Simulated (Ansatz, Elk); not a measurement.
# Ga2HgSe2O2: X-ray structure factors from the self-consistent density

Structure refinements treat a crystal as free atoms side by side. For a made-up structure of Ga2HgSe2O2 (cell and positions from a r2SCAN relaxation) the runs below show what the calculated density changes in F(hkl).

Program: Elk 11.2.3 (patched build). Level of theory: DFT, PBE, all-electron APW+lo, Dirac cores, scalar-relativistic bands, static density, no spin. Results are calculated unless marked as measured.

The structure was built from a prototype and need not be the compound's stable phase.

## 1. The structure

It takes space group C2 (No. 5, monoclinic). The conventional cell has a = 7.513 Å, b = 9.333 Å, c = 5.237 Å, α = 90.00°, β = 129.37°, γ = 90.00°. Nearest to Hg lie 2 O at 2.54 Å and 2 Se at 2.58 Å. Nearest to Se lie 2 Ga at 2.39 to 2.43 Å and 1 Hg at 2.58 Å. Ga has 2 O at 1.83 Å and 2 Se at 2.43 Å nearest. Ga has 2 O at 1.85 Å and 2 Se at 2.39 Å nearest. Nearest to O lie 2 Ga at 1.83 to 1.85 Å and 1 Hg at 2.54 Å. Farther neighbours and most contacts between anions are not listed.

## 2. Ground state and structure factors

An all-electron density is needed, since X-rays see the cores too. Task 0 finds the density and task 195 Fourier-transforms it; tshift is off so that phases refer to the origin typed.

The input, elk.in:

```
tasks
  0
  195

xctype
  20

spinpol
  .false.

rgkmax
  7.0

gmaxvr
  14.0

lmaxo
  7

lmaxapw
  8

swidth
  0.002

tshift
  .false.

ramdisk
  .false.

hmaxvr
  5.5

maxscl
  120

epspot
  1e-06

sppath
  './'

avec
  7.08975589197 -8.81863898624 0.36331667586
  7.08975589197 8.81863898624 0.36331667586
  -6.66122626596 -0.00000000000 7.32018911512

atoms
  4
  'Hg.in'
  1
  0.9942222175 0.0057777825 0.0000000000   0.000000 0.000000 0.000000
  'Se.in'
  2
  0.8473326716 0.5775433129 0.4583868986   0.000000 0.000000 0.000000
  0.4224566871 0.1526673284 0.5416131014   0.000000 0.000000 0.000000
  'Ga.in'
  2
  0.4669965214 0.5330034786 0.0000000000   0.000000 0.000000 0.000000
  0.2699384401 0.7300615599 0.5000000000   0.000000 0.000000 0.000000
  'O.in'
  2
  0.5272753073 0.7853218450 0.8909466437   0.000000 0.000000 0.000000
  0.2146781550 0.4727246927 0.1090533563   0.000000 0.000000 0.000000

ngridk
  5 5 6
```

Run with:

```console
$ OMP_NUM_THREADS=4 elk
```

Numbers of over 12 decimals in the logs are rounded to 6 here.

Log:

```text
┌─────────────────────────┐
│ Elk code version 11.2.3 │
└─────────────────────────┘

All units are atomic (Hartree, Bohr, etc.)

┌─────────────────────────────────────────────────┐
│ Ground-state run starting from atomic densities │
└─────────────────────────────────────────────────┘

Lattice vectors :
   7.089755892      -8.818638986      0.3633166759
   7.089755892       8.818638986      0.3633166759
  -6.661226266      -0.000000000       7.320189115

Reciprocal lattice vectors :
  0.4233743056     -0.3562446154      0.3852621839
  0.4233743056      0.3562446154      0.3852621839
 -0.4202594849E-01  0.5995259300E-18  0.8200936971

Unit cell volume      :    958.0302806
Brillouin zone volume :   0.2589168823

Muffin-tin inner radius fraction :   0.1000000000E-01

Nuclei treated as point charges

Species : 1 (Hg)
 parameters loaded from : Hg.in
 name : mercury
 nuclear charge    :   -80.00000000
 electronic charge :    80.00000000
 atomic mass :    365653.2015
 muffin-tin radius :    2.599743619
 number of radial points in muffin-tin :   1393
 inner part over the whole radius :   0.9887316364E-02
 number on inner part of muffin-tin    :    998
 approximate nuclear radius :   0.1038385165E-03
 number of mesh points to nuclear radius :    526
 atomic positions (lattice), magnetic fields (Cartesian) :
  1 :   0.99422222  0.00577778  0.00000000    0.00000000  0.00000000  0.00000000

Species : 2 (Se)
 parameters loaded from : Se.in
 name : selenium
 nuclear charge    :   -34.00000000
 electronic charge :    34.00000000
 atomic mass :    143935.2749
 muffin-tin radius :    2.228351674
 number of radial points in muffin-tin :    993
 inner part over the whole radius :   0.9877583967E-02
 number on inner part of muffin-tin    :    701
 approximate nuclear radius :   0.7785908700E-04
 number of mesh points to nuclear radius :    344
 atomic positions (lattice), magnetic fields (Cartesian) :
  1 :   0.84733267  0.57754331  0.45838690    0.00000000  0.00000000  0.00000000
  2 :   0.42245669  0.15266733  0.54161310    0.00000000  0.00000000  0.00000000

Species : 3 (Ga)
 parameters loaded from : Ga.in
 name : gallium
 nuclear charge    :   -31.00000000
 electronic charge :    31.00000000
 atomic mass :    127097.2539
 muffin-tin radius :    1.950598754
 number of radial points in muffin-tin :    993
 inner part over the whole radius :   0.9935877926E-02
 number on inner part of muffin-tin    :    698
 approximate nuclear radius :   0.7562051033E-04
 number of mesh points to nuclear radius :    343
 atomic positions (lattice), magnetic fields (Cartesian) :
  1 :   0.46699652  0.53300348  0.00000000    0.00000000  0.00000000  0.00000000
  2 :   0.26993844  0.73006156  0.50000000    0.00000000  0.00000000  0.00000000

Species : 4 (O)
 parameters loaded from : O.in
 name : oxygen
 nuclear charge    :   -8.000000000
 electronic charge :    8.000000000
 atomic mass :    29165.12205
 muffin-tin radius :    1.462949066
 number of radial points in muffin-tin :    593
 inner part over the whole radius :   0.9870167401E-02
 number on inner part of muffin-tin    :    405
 approximate nuclear radius :   0.5115538663E-04
 number of mesh points to nuclear radius :    175
 atomic positions (lattice), magnetic fields (Cartesian) :
  1 :   0.52727531  0.78532185  0.89094664    0.00000000  0.00000000  0.00000000
  2 :   0.21467816  0.47272469  0.10905336    0.00000000  0.00000000  0.00000000

Total number of atoms per unit cell :    7
Total muffin-tin volume :    254.7047084
 ratio of muffin-tin to unit cell volume :   0.2658628997

Spin treatment :
 spin-unpolarised

Number of Bravais lattice symmetries :    4
Number of crystal symmetries         :    2
Crystal has no inversion symmetry
Complex Hermitian eigensolver will be used

k-point grid :      5     5     6
k-point offset :    0.000000000       0.000000000       0.000000000
k-point set is reduced with full crystal symmetry group
Total number of k-points :       80

[...]
Estimated indirect band gap :   0.2631855355E-01
 from k-point 79 to k-point 1
Estimated direct band gap   :   0.4093234826E-01
 at k-point 1

Charges :
 core                        :    138.0000000
 valence                     :    88.00000000
 interstitial                :    12.30736409
 muffin-tins (core leakage)
  species : 1 (Hg)
[...]
species : 2 (Se)
[...]
species : 3 (Ga)
[...]
species : 4 (O)
[...]
total in muffin-tins        :    213.6926359
 total calculated charge     :    225.9835417
 total charge                :    226.0000000
 error                       :   0.1645833319E-01

RMS change in Kohn-Sham potential (target) :   0.7456778343     (  0.1000000000E-05)
Absolute change in total energy (target)   :   0.3343997612     (  0.1000000000E-03)

[... loops 3 to 15 left out ...]

┌──────────────────┐
│ Loop number : 16 │
└──────────────────┘

Energies :
 Fermi                       :     0.138066
 sum of occupied eigenvalues :     -17246.842992792
 electron kinetic            :      31782.156878634
 core electron kinetic       :      30856.364373986
 Coulomb                     :     -59624.834650965
 Coulomb potential           :     -48091.689859453
 nuclear-nuclear             :     -2405.8697498233
 electron-nuclear            :     -66385.521925123
 Hartree                     :      9166.5570239813
 Madelung                    :     -35578.989721238
 xc potential                :     -937.31001197248
 exchange                    :     -706.56762536142
 correlation                 :     -11.820655303343
 electron entropic           :    -0.96771509835612E-05
 total energy                :     -28561.066062673

Density of states at Fermi energy :   0.4326520510
 (states/Hartree/unit cell)

Estimated indirect band gap :   0.1601718030E-01
 from k-point 77 to k-point 1
Estimated direct band gap   :   0.2370327913E-01
 at k-point 1

Charges :
 core                        :    138.0000000
 valence                     :    88.00000000
 interstitial                :    12.78186312
 muffin-tins (core leakage)
  species : 1 (Hg)
[...]
species : 2 (Se)
[...]
species : 3 (Ga)
[...]
species : 4 (O)
[...]
total in muffin-tins        :    213.2181369
 total calculated charge     :    225.9840536
 total charge                :    226.0000000
 error                       :   0.1594644327E-01

RMS change in Kohn-Sham potential (target) :   0.1740871584E-06 (  0.1000000000E-05)
Absolute change in total energy (target)   :   0.6236050103E-04 (  0.1000000000E-03)

Convergence targets achieved

┌──────────────────┐
│ Loop number : 17 │
└──────────────────┘

Energies :
 Fermi                       :     0.138066
 sum of occupied eigenvalues :     -17246.842993472
 electron kinetic            :      31782.156890751
 core electron kinetic       :      30856.364386747
 Coulomb                     :     -59624.834662229
 Coulomb potential           :     -48091.689868407
 nuclear-nuclear             :     -2405.8697498233
 electron-nuclear            :     -66385.521938059
 Hartree                     :      9166.5570256540
 Madelung                    :     -35578.989728025
 xc potential                :     -937.31001581556
 exchange                    :     -706.56762534781
 correlation                 :     -11.820655322592
 electron entropic           :    -0.96772524614994E-05
 total energy                :     -28561.066061826

Density of states at Fermi energy :   0.4326574970
 (states/Hartree/unit cell)

Estimated indirect band gap :   0.1601712786E-01
 from k-point 77 to k-point 1
Estimated direct band gap   :   0.2370322396E-01
 at k-point 1

Charges :
 core                        :    138.0000000
 valence                     :    88.00000000
 interstitial                :    12.78186322
 muffin-tins (core leakage)
  species : 1 (Hg)
[...]
species : 2 (Se)
[...]
species : 3 (Ga)
[...]
atom 2                    :    28.71959111     (  0.7855211671E-02)
  species : 4 (O)
   atom 1                    :    6.676080487     (  0.3229531427E-06)
   atom 2                    :    6.676080487     (  0.3229531427E-06)
 total in muffin-tins        :    213.2181368
 total calculated charge     :    225.9840536
 total charge                :    226.0000000
 error                       :   0.1594644254E-01

┌──────────────────────────────┐
│ Self-consistent loop stopped │
└──────────────────────────────┘

Warning : core states of species 1 leak from the muffin-tin :   0.2210149066E-03

Warning : core states of species 2 leak from the muffin-tin :   0.1796769922E-03

Warning : core states of species 3 leak from the muffin-tin :   0.7855211671E-02

Wrote STATE.OUT
```

The job ended after 6.5 min (4 threads of Arm Neoverse V1, shared host; peak memory 0.31 GiB; 25 min of CPU time).

SFACRHO.OUT:

```text

h k l indices transformed by vhmat matrix:
   1.000000000       0.000000000       0.000000000    
   0.000000000       1.000000000       0.000000000    
   0.000000000       0.000000000       1.000000000    

      h      k      l  multipl.   |H|            Re(F)            Im(F)           |F|

      0      0      0      1   0.0000000       226.00000     -0.26314052E-15   226.00000    
      1      0      0      2  0.67422769       28.742674       26.471332       39.075218    
     -1      0      0      2  0.67422769       28.742674      -26.471332       39.075218    
      1     -1      0      1  0.71248923       65.134395       23.483548       69.238475    
     -1      1      0      1  0.71248923       65.134395      -23.483548       69.238475    
      0     -1      1      2  0.72978495       50.880254      -27.147557       57.669663    
      0      1     -1      2  0.72978495       50.880254       27.147557       57.669663    
      0      0     -1      2  0.82116981       26.218548     -0.25759723E-13   26.218548    
     -1     -1      1      2  0.89015579       119.60095      0.22851367E-13   119.60095    
     -1      1     -1      2   1.0871802       126.55403       74.327982       146.76707    
      1     -1     -1      2   1.0871802       126.55403      -74.327982       146.76707    
      0     -2      1      2   1.1401834       112.81836       57.181566       126.48207    
     -2      0      1      2   1.1401834       112.81836      -57.181566       126.48207    
     -1     -1      0      2   1.1448541       66.767895     -0.74786293E-13   66.767895    
      2     -1      0      2   1.2123798       73.538180      -19.228920       76.010626    
     -1      2      0      2   1.2123798       73.538180       19.228920       76.010626    
      1     -2      1      2   1.2441334       39.106085       29.160315       48.781245    
     -2      1      1      2   1.2441334       39.106085      -29.160315       48.781245
```

Elk indexes on the primitive cell of elk.in and gives |H| = 4π sin θ/λ in inverse bohr. Below, one row stands for each form hkl of the conventional cell (m members, Friedel mates merged), F is for one primitive cell and the density is static (no thermal factor). Free-atom factors are Waasmaier and Kirfel's, and R is Σm||F|−|F'||/Σm|F|.

```tsv
hkl	m	sin θ/λ (Å⁻¹)	abs F, DFT	neutral atoms	diff.	abs of complex diff.
110	4	0.101	39.075	39.234	-0.159	0.341
020	2	0.107	69.238	69.495	-0.256	0.256
1 1 -1	4	0.110	57.670	57.818	-0.149	0.156
001	2	0.123	26.218	26.267	-0.049	0.049
2 0 -1	2	0.134	119.601	120.151	-0.550	0.550
021	4	0.164	146.767	146.556	+0.211	0.725
2 2 -1	4	0.172	126.482	126.135	+0.347	0.849
200	2	0.172	66.768	67.401	-0.633	0.633
130	4	0.182	76.011	75.943	+0.067	0.263
1 3 -1	4	0.187	48.781	48.875	-0.094	0.226
2 0 -2	2	0.192	52.502	53.342	-0.840	0.840
111	4	0.198	56.421	56.707	-0.286	0.548
220	4	0.203	96.745	96.840	-0.095	0.174
1 1 -2	4	0.210	64.451	64.200	+0.251	0.446
```

## 3. The highest occupied states alone

An energy window below the Fermi level keeps the highest occupied states, to see at which angles they scatter; shallow core shells can lie inside it and anion s states outside. No new self-consistency is needed.

elk.in, as its differences from that of step 2:

```diff
@@ -1,3 +1,2 @@
 tasks
-  0
   195
@@ -40,2 +39,5 @@
 
+wsfac
+  -0.413170 0.438070
+
 sppath
```

Run with:

```console
$ OMP_NUM_THREADS=4 elk
```

Log:

```text
┌─────────────────────────────────┐
│ Elk code version 11.2.3 started │
└─────────────────────────────────┘

Info(readinput): the functional depends on the density's gradient
 muffin-tin radial points multiplied by    2.00000
 (not where nrmtscf is given)

┌────────────────────┐
│ Current task : 195 │
└────────────────────┘
Info(checkmt): changed muffin-tin radius of species 1 (Hg) from   2.8000 to   2.5997
Info(checkmt): changed muffin-tin radius of species 2 (Se) from   2.4000 to   2.2284
Info(checkmt): changed muffin-tin radius of species 3 (Ga) from   2.4000 to   1.9506
Info(checkmt): changed muffin-tin radius of species 4 (O) from   1.8000 to   1.4629

Info(sfacrho): density structure factors written to SFACRHO.OUT

 Energy window :  -0.4131700000      0.4380700000

┌──────────────────┐
│ Elk code stopped │
└──────────────────┘
```

Run time: 29 s. Hardware: 4 threads; peak memory 0.24 GiB.

States within 15 eV below the Fermi level hold 58.00 electrons; any levels below the window count with the cores. Their amplitudes can exceed the total, where window and core parts have opposite phase:

```tsv
hkl	sin θ/λ (Å⁻¹)	abs F, window	abs F, all
110	0.101	15.668	39.075
020	0.107	9.864	69.238
1 1 -1	0.110	9.245	57.670
001	0.123	7.205	26.218
2 0 -1	0.134	7.058	119.601
021	0.164	25.959	146.767
2 2 -1	0.172	23.676	126.482
200	0.172	16.770	66.768
130	0.182	5.045	76.011
1 3 -1	0.187	12.423	48.781
```

## 4. Another functional

The difference from free atoms is small, so it is set against the change that PBEsol makes.

elk.in, as its differences from that of step 3:

```diff
@@ -1,2 +1,3 @@
 tasks
+  0
   195
@@ -4,3 +5,3 @@
 xctype
-  20
+  22
 
@@ -39,5 +40,2 @@
 
-wsfac
-  -0.413170 0.438070
-
 sppath
```

Run with:

```console
$ OMP_NUM_THREADS=4 elk
```

Log:

```text
┌─────────────────────────┐
│ Elk code version 11.2.3 │
└─────────────────────────┘

All units are atomic (Hartree, Bohr, etc.)

┌─────────────────────────────────────────────────┐
│ Ground-state run starting from atomic densities │
└─────────────────────────────────────────────────┘

Lattice vectors :
   7.089755892      -8.818638986      0.3633166759
   7.089755892       8.818638986      0.3633166759
  -6.661226266      -0.000000000       7.320189115

Reciprocal lattice vectors :
  0.4233743056     -0.3562446154      0.3852621839
[...]
atom 2                    :    6.655094200     (  0.3422390940E-06)
 total in muffin-tins        :    213.1547297
 total calculated charge     :    225.9838307
 total charge                :    226.0000000
 error                       :   0.1616933404E-01

┌──────────────────────────────┐
│ Self-consistent loop stopped │
└──────────────────────────────┘

Warning : core states of species 1 leak from the muffin-tin :   0.2206931329E-03

Warning : core states of species 2 leak from the muffin-tin :   0.1814905021E-03

Warning : core states of species 3 leak from the muffin-tin :   0.7967064267E-02

Wrote STATE.OUT
[key lines of the parts left out:]
total energy                :     -28548.978421102
```

The job ended after 6.6 min (4 threads; peak memory 0.31 GiB; 25 min of CPU time).

Against the first run R = 0.02 %; the largest change is -0.047 at 021.

## 5. Basis size

The basis and the expansions that go with it are enlarged, to see whether the differences are converged.

elk.in, as its differences from that of step 4:

```diff
@@ -5,3 +5,3 @@
 xctype
-  22
+  20
 
@@ -11,12 +11,12 @@
 rgkmax
-  7.0
+  8.5
 
 gmaxvr
-  14.0
+  18.0
 
 lmaxo
-  7
+  9
 
 lmaxapw
-  8
+  10
```

Run with:

```console
$ OMP_NUM_THREADS=4 elk
```

Log:

```text
┌─────────────────────────┐
│ Elk code version 11.2.3 │
└─────────────────────────┘

All units are atomic (Hartree, Bohr, etc.)

┌─────────────────────────────────────────────────┐
│ Ground-state run starting from atomic densities │
└─────────────────────────────────────────────────┘

Lattice vectors :
   7.089755892      -8.818638986      0.3633166759
   7.089755892       8.818638986      0.3633166759
  -6.661226266      -0.000000000       7.320189115

Reciprocal lattice vectors :
  0.4233743056     -0.3562446154      0.3852621839
[...]
species : 3 (Ga)
[...]
species : 4 (O)
   atom 1                    :    6.710479944     (  0.3238930719E-06)
   atom 2                    :    6.710479944     (  0.3238930719E-06)
 total in muffin-tins        :    213.3022547
 total calculated charge     :    225.9838403
 total charge                :    226.0000000
 error                       :   0.1615969793E-01

RMS change in Kohn-Sham potential (target) :   0.2978440882E-02 (  0.1000000000E-05)
Absolute change in total energy (target)   :   0.4777158312     (  0.1000000000E-03)

┌─────────────────┐
│ Loop number : 9 │
└─────────────────┘
[key lines of the parts left out:]
total energy                :     -28561.175956862
```

The job ended after 13 min (4 threads; peak memory 0.75 GiB).

The run was cut off at its time limit.

## 6. Settings against the effect

```tsv
run	R against the first run (%)	R against neutral atoms, low angle (%)	wall time
PBE, rgkmax 7	0.00	0.28	6.5 min
PBEsol	0.02	0.28	6.6 min
```

## 7. Outcome

| Item | Value |
| --- | --- |
| R against neutral atoms, sin θ/λ < 0.3 Å⁻¹ | 0.28 % |
| R against neutral atoms, 0.3 to 0.49 Å⁻¹ | 0.12 % |

**Reading.** Independent neutral atoms miss the calculated amplitudes by R = 0.28 % below 0.3 Å⁻¹ and 0.12 % from there to 0.49 Å⁻¹; by shells, 0.36 % below 0.15 Å⁻¹ (5 forms), 0.28 % 0.15 to 0.3 (33 forms), 0.14 % 0.3 to 0.45 (85 forms), 0.06 % above 0.45 (26 forms). Bonding, aspherical density and the tables' own atoms all enter these figures, and the runs don't part them. The largest change of an amplitude is -0.84 electrons, at 2 0 -2. R counts amplitudes alone; phases shift too. The window's part falls from 58.0 electrons at the origin to at most 6.69 between 0.45 and 0.49 Å⁻¹, where compact states inside the window still scatter. The window holds more than the 42 outer electrons of the free atoms, so shallow core shells lie inside it. Below 0.3 Å⁻¹ the changes that finished (PBEsol) move F by R = 0.02 % at most, against the 0.28 % that separates it from free atoms. The basis has no finished test. The k-mesh has no finished test. Spin-orbit coupling is left out, which can matter for elements this heavy. Part of the difference isn't bonding: the tables are fits to free atoms and ions calculated by other methods than this functional. Thermal motion, anomalous dispersion and extinction are left out.

[Logs are printed without paths, hosts, clocks, repeated set-up lines and the standing remarks that a program may print on its own settings, such as how far it seeks lower states.]

[Hosts, paths, dates, database ids (printed as entryN), source tags and the programs' standing remarks are cut or masked in the printed files.]
